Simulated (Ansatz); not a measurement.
# G0W0 on several functionals: CsPbBr3 (Pm-3m)

One-shot GW is not self-consistent; how far does the start matter for CsPbBr3 (Pm-3m)?

Method: G0W0 on several functionals, plane waves, PAW, in Ansatz 0.2.0.

Most raw output is cut from this account.

In doubt: masses and optical values from hybrid runs of this build are listed as unsure (steps 3, 4), which bears on the screening that GW takes from such a start.

## 1. Starting point

The structure is cubic, space group Pm-3m (No. 221). The conventional cell has a = 5.949 Å, b = 5.949 Å, c = 5.949 Å, α = 90.00°, β = 90.00°, γ = 90.00°. Nearest to Cs lie 12 Br at 4.21 Å. Nearest to Pb lie 6 Br at 2.97 Å. Nearest to Br lie 2 Pb at 2.97 Å and 4 Cs at 4.21 Å. Farther neighbours and most contacts between anions are not listed.

The cell and positions are those that the Materials Project relaxed with its own functionals (PBE, PBE+U or r2SCAN), kept fixed. Spin-orbit coupling is left out unless a step names it.

## 2. G0W0 on PBE

G0W0 replaces the xc potential by the self-energy, built once from these orbitals. Only a window of levels is corrected, while the sums run over the empty bands that the input names. This step takes hard PAW files.

This step: G0W0 on PBE, plane waves, PAW.

Contents of input.yaml:

```yaml
crystal:
  lattice:
    - [5.94863082, 0.0, 0.0]
    - [0.0, 5.94863082, 0.0]
    - [0.0, 0.0, 5.94863082]
  atoms:
    - { symbol: Cs, position: [0.0, 0.0, 0.0] }
    - { symbol: Pb, position: [0.5, 0.5, 0.5] }
    - { symbol: Br, position: [0.5, 0.5, 0.0] }
    - { symbol: Br, position: [0.5, 0.0, 0.5] }
    - { symbol: Br, position: [0.0, 0.5, 0.5] }
kpoints:
  mp_grid: { grid: [4, 4, 4] }
hamiltonian:
  xc: pbe
  pseudopotentials: { kind: paw, source: ansatz }
scf:
  occupations: { method: fixed }
gw:
  n_empty_bands: 878
  ecut_chi: 150.0
  qp_bands: [v2, c2]
  qp_kpoints: band_edges
  screening: { model: contour_deformation }
```

The run is started by

```bash
ansatz run input.yaml --threads 4 --pin off --max-ram 138240MiB --backend cuda --events-out ev --progress --plain --runs-dir out --devices 1 --max-vram 26GiB
```

Elapsed: 68 s, on 1 × NVIDIA H100 80GB HBM3 (shared by 3 runs) with 4 threads of AMD EPYC 7R13 (Zen 3), shared host; peak memory 4.1 GiB; 93 s of CPU time.

Numbers from this step:

```yaml
bands_summed: 919
rpa_eps_infinity_on_this_mesh_eigenvalues: 5.208, 5.208, 5.208
plane_waves_in_the_screening_matrix: 895
q_points_in_the_mesh: 64
g0w0_gap_on_the_mesh: 2.764 eV
k_of_the_valence_top: -0.5, -0.5, -0.5
k_of_the_conduction_bottom: -0.5, -0.5, -0.5
starting_gap_on_the_mesh: 1.687 eV
z_at_the_valence_top: 0.7712
z_at_the_conduction_bottom: 0.7914
least_direct_g0w0_gap_on_the_computed_points: 2.764 eV
```

The gap on the mesh goes from 1.69 eV to 2.76 eV, a correction of +1.08 eV. Between the two edge states, bare exchange in place of the xc potential would open the gap by 5.12 eV, and correlation takes back 4.05 eV.

## 3. G0W0 on HSE06

The same correction from a different start measures what one shot leaves open.

This step: G0W0 on HSE06, plane waves, PAW.

input.yaml: that of step 2 with these lines changed.

```diff
@@ -14,3 +14,3 @@
 hamiltonian:
-  xc: pbe
+  xc: hse06
   pseudopotentials: { kind: paw, source: ansatz }
```

Wall time 2.7 min (1 × NVIDIA H100 80GB HBM3 (shared by 3 runs) with 4 threads); peak memory 5 GiB; 4.3 min of CPU time.

Numbers from this step:

| Quantity | Value |
| --- | --- |
| bands summed | 919 |
| RPA ε∞ on this mesh (eigenvalues) | 3.988, 3.988, 3.988 |
| plane waves in the screening matrix | 895 |
| q-points in the mesh | 64 |
| G0W0 gap on the mesh | 3.134 eV |
| k of the valence top | -0.5, -0.5, -0.5 |
| k of the conduction bottom | -0.5, -0.5, -0.5 |
| starting gap on the mesh | 2.294 eV |
| Z at the valence top | 0.8027 |
| Z at the conduction bottom | 0.8187 |
| least direct G0W0 gap on the computed points | 3.134 eV |

Against the run with 4×4×4 mesh, 878 empty bands, screening to 150 eV, hard PAW files on PBE, the gap moves by +0.37 eV, while the start moved by +0.61 eV.

## 4. G0W0 on PBE0

This step: G0W0 on PBE0, plane waves, PAW.

input.yaml: that of step 3 with these lines changed.

```diff
@@ -14,3 +14,3 @@
 hamiltonian:
-  xc: hse06
+  xc: pbe0
   pseudopotentials: { kind: paw, source: ansatz }
```

Wall time 2.9 min (1 × NVIDIA H100 80GB HBM3 (shared by 3 runs) with 4 threads); peak memory 4.9 GiB.

This step gave:

- bands summed: 919
- RPA ε∞ on this mesh (eigenvalues): 3.545, 3.545, 3.545
- plane waves in the screening matrix: 895
- G0W0 gap on the mesh: 3.343 eV
- k of the valence top: -0.5, -0.5, -0.5
- k of the conduction bottom: -0.5, -0.5, -0.5
- starting gap on the mesh: 2.920 eV
- least direct G0W0 gap on the computed points: 3.343 eV

Against the run with 4×4×4 mesh, 878 empty bands, screening to 150 eV, hard PAW files on HSE06, the gap moves by +0.21 eV, while the start moved by +0.63 eV.

## 5. The starts together

All on the 4×4×4 mesh with 878 empty bands and screening to 150 eV. Times are wall times on 1 × NVIDIA H100 80GB HBM3 (shared by 3 runs) with 4 threads of AMD EPYC 7R13 (Zen 3), shared host, good to a factor of about two.

| start | starting gap (eV) | shift (eV) | G0W0 gap (eV) | RPA ε∞ (harmonic mean) | Z (valence, conduction) | time |
| --- | --- | --- | --- | --- | --- | --- |
| PBE | 1.69 | +1.08 | 2.76 | 5.21 | 0.77, 0.79 | 68 s |
| HSE06 | 2.29 | +0.84 | 3.13 | 3.99 | 0.80, 0.82 | 2.7 min |
| PBE0 | 2.92 | +0.42 | 3.34 | 3.55 | 0.82, 0.83 | 2.9 min |

How the two edges are built up, in eV (the quasiparticle level is the starting level plus Σx plus Σc less Vxc):

| run | edge | start | Σx | Σc | Vxc | Z | QP |
| --- | --- | --- | --- | --- | --- | --- | --- |
| PBE | valence top | 4.61 | -19.12 | 0.74 | -17.56 | 0.77 | 3.79 |
| PBE | conduction bottom | 6.30 | -7.99 | -3.31 | -11.55 | 0.79 | 6.56 |
| HSE06 | valence top | 4.21 | -19.15 | 0.56 | -17.99 | 0.80 | 3.60 |
| HSE06 | conduction bottom | 6.51 | -7.76 | -3.19 | -11.19 | 0.82 | 6.74 |
| PBE0 | valence top | 3.90 | -19.16 | 0.47 | -18.29 | 0.82 | 3.50 |
| PBE0 | conduction bottom | 6.82 | -7.75 | -3.09 | -10.86 | 0.83 | 6.84 |

For a hybrid start, Vxc holds its share of exact exchange.

## 6. What came out

```yaml
g0w0_pbe: 2.76 eV (start 1.69 eV)
g0w0_hse06: 3.13 eV (start 2.29 eV)
g0w0_pbe0: 3.34 eV (start 2.92 eV)
known_limits: not at the basis limit; no spin-orbit coupling
```

In words: The starting gaps span 1.23 eV and the G0W0 gaps 0.58 eV. Between PBE and PBE0, 0.58 eV of the 1.23 eV survives, 47 %. PBE0 screens less than PBE (ε∞ 3.55 against 5.21). Of the 0.58 eV by which its G0W0 gap is higher, the correlation part gives +0.48 eV, and exchange with the one-particle terms, which follow the orbitals, +0.10 eV. The smallest correction, +0.42 eV, is on PBE0, the start nearest to reproducing itself. Bands and cutoff are finite, so the gap is not at the basis limit. The miss can reach some tenths of an eV and take either sign; the mesh is an error of its own. The program warns that the mesh is coarse for exact exchange, which bears on the hybrid start's gap. Where an edge is built on 6p states of lead, bismuth or thallium, scalar-relativistic gaps usually stand too wide, by a few tenths to over one eV. This is the ideal cubic cell; many perovskites, halides above all, are cubic only on average, and local tilts or off-centring can widen the gap. The many-body steps are scalar-relativistic: spin-orbit coupling is not in them.

[Paths, hosts, dates, memory and timing lines, banners, echoed tables and standing remarks are left out of the program output.]

[Logs are printed without paths, hosts, clocks, repeated set-up lines and the standing remarks that a program may print on its own settings, such as how far it seeks lower states.]

[Runs of the session that timed out or met a known fault of the program may be left out.]

[Cells called generated may have been cut or substituted from an entry of the Crystallography Open Database or the Materials Project.]

[Hosts, paths, dates, database ids (printed as entryN), source tags and the programs' standing remarks are cut or masked in the printed files.]
